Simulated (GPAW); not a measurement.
# Conductance along a series: segments of Au in a Si chain, part 2 of 2

How does transport respond as one structural variable is stepped? The junctions: segments of Au in a Si chain.

GPAW 26.7.0; GPAW LCAO, PAW setups; Landauer transmission from Green's functions with principal layers (ASE), zero bias.

So far, conductance (G₀): step 2 (junction, foreign atoms 1) 1.36; step 4 (13 atoms, foreign atoms 3) 1.02; step 5 (14 atoms, foreign atoms 4) 0.453; step 6 (15 atoms, foreign atoms 5) 0.931; step 7 (16 atoms, foreign atoms 6) 0.515.

## (8) Side by side

Times are for 1 thread of Arm Neoverse N1, shared host. The series side by side:

```csv
no.,foreign atoms,conductance (G₀),time,memory (GiB)
1,1,1.356,53 s,0.83
2,2,0.5194,58 s,0.87
3,3,1.018,59 s,0.93
4,4,0.4532,69 s,0.99
5,5,0.9310,79 s,1.1
6,6,0.5150,83 s,1.1
```

The runs together. Table of transmission, zone mean by energy, zero at the Fermi level:

| energy (eV) | 1 | 2 | 3 | 4 | 5 | 6 |
| --- | --- | --- | --- | --- | --- | --- |
| -2.00 | 2.0e-11 | 4.2e-11 | 8.6e-12 | 3.2e-11 | 2.7e-11 | 8.9e-12 |
| -1.85 | 1.9e-11 | 2.9e-10 | 0 | 0 | 6.0e-12 | 0 |
| -1.70 | 2.2e-11 | 1.1e-10 | 0 | 0 | 0 | 0 |
| -1.50 | 3.3e-11 | 6.5e-11 | 3.3e-11 | 0 | 4.9e-12 | 3.7e-10 |
| -1.35 | 9.8e-9 | 0.00129 | 0.0560 | 2.5e-6 | 0.0318 | 0.00101 |
| -1.20 | 0.194 | 0.0184 | 0.0904 | 0.0239 | 0.0427 | 0.0690 |
| -1.05 | 0.207 | 0.0257 | 0.0608 | 0.0505 | 0.0319 | 1.94 |
| -0.90 | 0.258 | 0.116 | 0.315 | 0.168 | 0.0499 | 0.592 |
| -0.70 | 0.546 | 0.320 | 0.416 | 1.49 | 0.860 | 0.182 |
| -0.55 | 0.792 | 0.385 | 0.553 | 0.252 | 0.392 | 0.500 |
| -0.40 | 1.03 | 0.438 | 0.744 | 1.06 | 0.746 | 1.14 |
| -0.25 | 1.21 | 0.481 | 0.911 | 0.597 | 0.712 | 0.579 |
| -0.10 | 1.32 | 0.509 | 1.00 | 0.464 | 1.01 | 0.452 |
| 0.00 | 1.36 | 0.520 | 1.02 | 0.450 | 0.940 | 0.509 |
| 0.10 | 1.37 | 0.526 | 1.01 | 0.460 | 0.802 | 0.613 |
| 0.25 | 1.37 | 0.533 | 0.973 | 0.503 | 0.647 | 0.813 |
| 0.40 | 1.36 | 0.542 | 0.922 | 0.567 | 0.563 | 0.970 |
| 0.55 | 1.35 | 0.554 | 0.873 | 0.645 | 0.525 | 0.990 |
| 0.70 | 1.35 | 0.569 | 0.830 | 0.729 | 0.516 | 0.909 |
| 0.90 | 1.37 | 0.593 | 0.785 | 0.836 | 0.532 | 0.776 |
| 1.05 | 1.39 | 0.613 | 0.759 | 0.904 | 0.560 | 0.700 |
| 1.20 | 1.42 | 0.632 | 0.739 | 0.955 | 0.598 | 0.650 |
| 1.35 | 1.44 | 0.652 | 0.724 | 0.987 | 0.646 | 0.621 |
| 1.50 | 1.47 | 0.672 | 0.713 | 0.999 | 0.700 | 0.611 |
| 1.70 | 1.51 | 0.697 | 0.702 | 0.992 | 0.779 | 0.618 |
| 1.85 | 1.53 | 0.716 | 0.698 | 0.973 | 0.839 | 0.639 |
| 2.00 | 1.54 | 0.734 | 0.697 | 0.948 | 0.894 | 0.670 |

The runs together. Table of open channels, zone mean by energy, zero at the Fermi level:

```
energy (eV)  1  2 = 5 = 6  3  4
     -1.400  0          0  0  0
     -1.200  2          2  2  2
     -1.000  2          2  2  2
     -0.800  3          3  3  3
     -0.600  3          3  3  3
     -0.400  3          3  3  3
     -0.200  3          3  3  3
      0.000  3          3  3  3
      0.200  3          3  3  3
      0.400  3          3  3  3
      0.600  3          3  3  3
      0.800  3          3  3  3
      1.000  3          3  3  3
      1.200  3          3  3  3
      1.400  3          3  3  3
      1.600  3          3  3  3
      1.800  3          3  3  3
      2.000  3          3  3  3
```

## (9) Basis sz(dzp), broadening 1e-06, grid spacing 0.25

A smaller basis is cheaper in every inversion. The broadening keeps the Green's functions finite; too large a value absorbs electrons where channels are open and leaks them where none are. The real-space grid carries density and potential; a coarse one breaks translation symmetry along the lead and scatters electrons that should pass.

System of this step: 5 Au atoms in a Si chain. The cell holds 15 atoms: 10 Si and 5 Au. Cell: a = 9.000 Å, b = 9.000 Å, c = 34.885 Å, α = 90.0°, β = 90.0°, γ = 90.0°. Regions: left lead, 5 atoms (5 Si); channel, 5 atoms (5 Au); right lead, 5 atoms (5 Si). Vacuum lies along a and b. The structure is stacked along c, and the current runs across the ab planes.

Input file run.py:

```python
import json
import numpy as np
from ase import Atoms
from ase.transport.calculators import TransportCalculator
from gpaw import GPAW, FermiDirac
from gpaw.lcao.tools import get_lcao_hamiltonian
from scipy.linalg import eigh

# The junction with lead layers at both ends, along the third cell vector
device = Atoms(
    ['Si', 'Si', 'Si', 'Si', 'Si', 'Au', 'Au', 'Au', 'Au', 'Au', 'Si', 'Si', 'Si', 'Si', 'Si'],
    positions=[
        [4.50000, 4.50000, 1.10000],
        [4.50000, 4.50000, 3.30000],
        [4.50000, 4.50000, 5.50000],
        [4.50000, 4.50000, 7.70000],
        [4.50000, 4.50000, 9.90000],
        [4.50000, 4.50000, 12.24240],
        [4.50000, 4.50000, 14.84240],
        [4.50000, 4.50000, 17.44240],
        [4.50000, 4.50000, 20.04240],
        [4.50000, 4.50000, 22.64240],
        [4.50000, 4.50000, 24.98480],
        [4.50000, 4.50000, 27.18480],
        [4.50000, 4.50000, 29.38480],
        [4.50000, 4.50000, 31.58480],
        [4.50000, 4.50000, 33.78480]],
    cell=[[9.0, 0.0, 0.0], [0.0, 9.0, 0.0], [0.0, 0.0, 34.8848]],
    pbc=True)

# One principal layer of the lead: the first 3 atoms of the device
lead = Atoms(
    ['Si', 'Si', 'Si'],
    positions=[
        [4.50000, 4.50000, 1.10000],
        [4.50000, 4.50000, 3.30000],
        [4.50000, 4.50000, 5.50000]],
    cell=[[9.0, 0.0, 0.0], [0.0, 9.0, 0.0], [0.0, 0.0, 6.6]],
    pbc=True)

settings = dict(mode='lcao', basis='sz(dzp)', xc='RPBE', h=0.25,
                occupations=FermiDirac(0.1), maxiter=250,
                mixer=dict(beta=0.1, nmaxold=8, weight=100.0),
                convergence=dict(density=0.0001))
energies = np.arange(-2, 2 + 1e-9, 0.05)
eta = 1e-06
n1, n2 = 1, 1
# k and -k transmit alike, so half of the mesh across the current serves
mesh = [(i, j) for i in range(n1) for j in range(n2) if (i, j) <= (-i % n1, -j % n2)]
weights = np.array([1 if (i, j) == (-i % n1, -j % n2) else 2 for i, j in mesh]) / (n1 * n2)

# [... helper functions left out ...]
fermi_lead = ground_state(lead, (1, 1, 17), 'lead.txt')
fermi_device = ground_state(device, (1, 1, 3), 'device.txt')
# [... loop over the mesh left out, but for ...]
        # Shift the lead onto the potential of the device's first layer
        shift = ((H[:, 0, 0] - H0[:, 0, 0]) / S0[0, 0]).real.mean()
# [...]
kT = 8.617333e-5 * 300
bias = [0.1, 0.2, 0.5, 1.0, 1.5, 2.0]
# [... integrals and printing left out ...]
```

Command:

```console
OMP_NUM_THREADS=1 OPENBLAS_NUM_THREADS=1 python run.py
```

Wall time 37 s (1 thread of Arm Neoverse N1, shared host); peak memory 0.61 GiB.

The run finished with changed settings (basis = "sz(dzp)", eta = 1e-06 and h = 0.25); it serves as a test.

## (10) What came out

```
conductance, first and last member : 1.36 and 0.515 G₀
largest and smallest               : 1.36 and 0.453 G₀
```

In words: As the number of foreign atoms goes from 1 to 6, the conductance goes from 1.36 to 0.515 G₀. The conductance alternates from one member to the next. The thermopower changes sign within the series. The geometry was built from estimated bond lengths and not relaxed, so the numbers describe this model structure. The run had no spin polarisation, so a magnetic state, which chains and small molecules with open shells often have, wasn't tested. Spin-orbit coupling is left out, which matters for the heavy atoms here. An evenly spaced straight chain is an idealisation: free chains tend to dimerise, zigzag or, where a band edge lies near the Fermi level, turn magnetic. The currents use the zero-bias T(E) throughout, which holds only while the bias is small against the distance to the nearest feature. The energy step is wider than the thermal energy, so the conductance and thermopower rest on interpolation of T(E).

[Logs are printed without paths, hosts, clocks, repeated set-up lines and the standing remarks that a program may print on its own settings, such as how far it seeks lower states.]

[Hosts, paths, dates, database ids (printed as entryN), source tags and the programs' standing remarks are cut or masked in the printed files.]
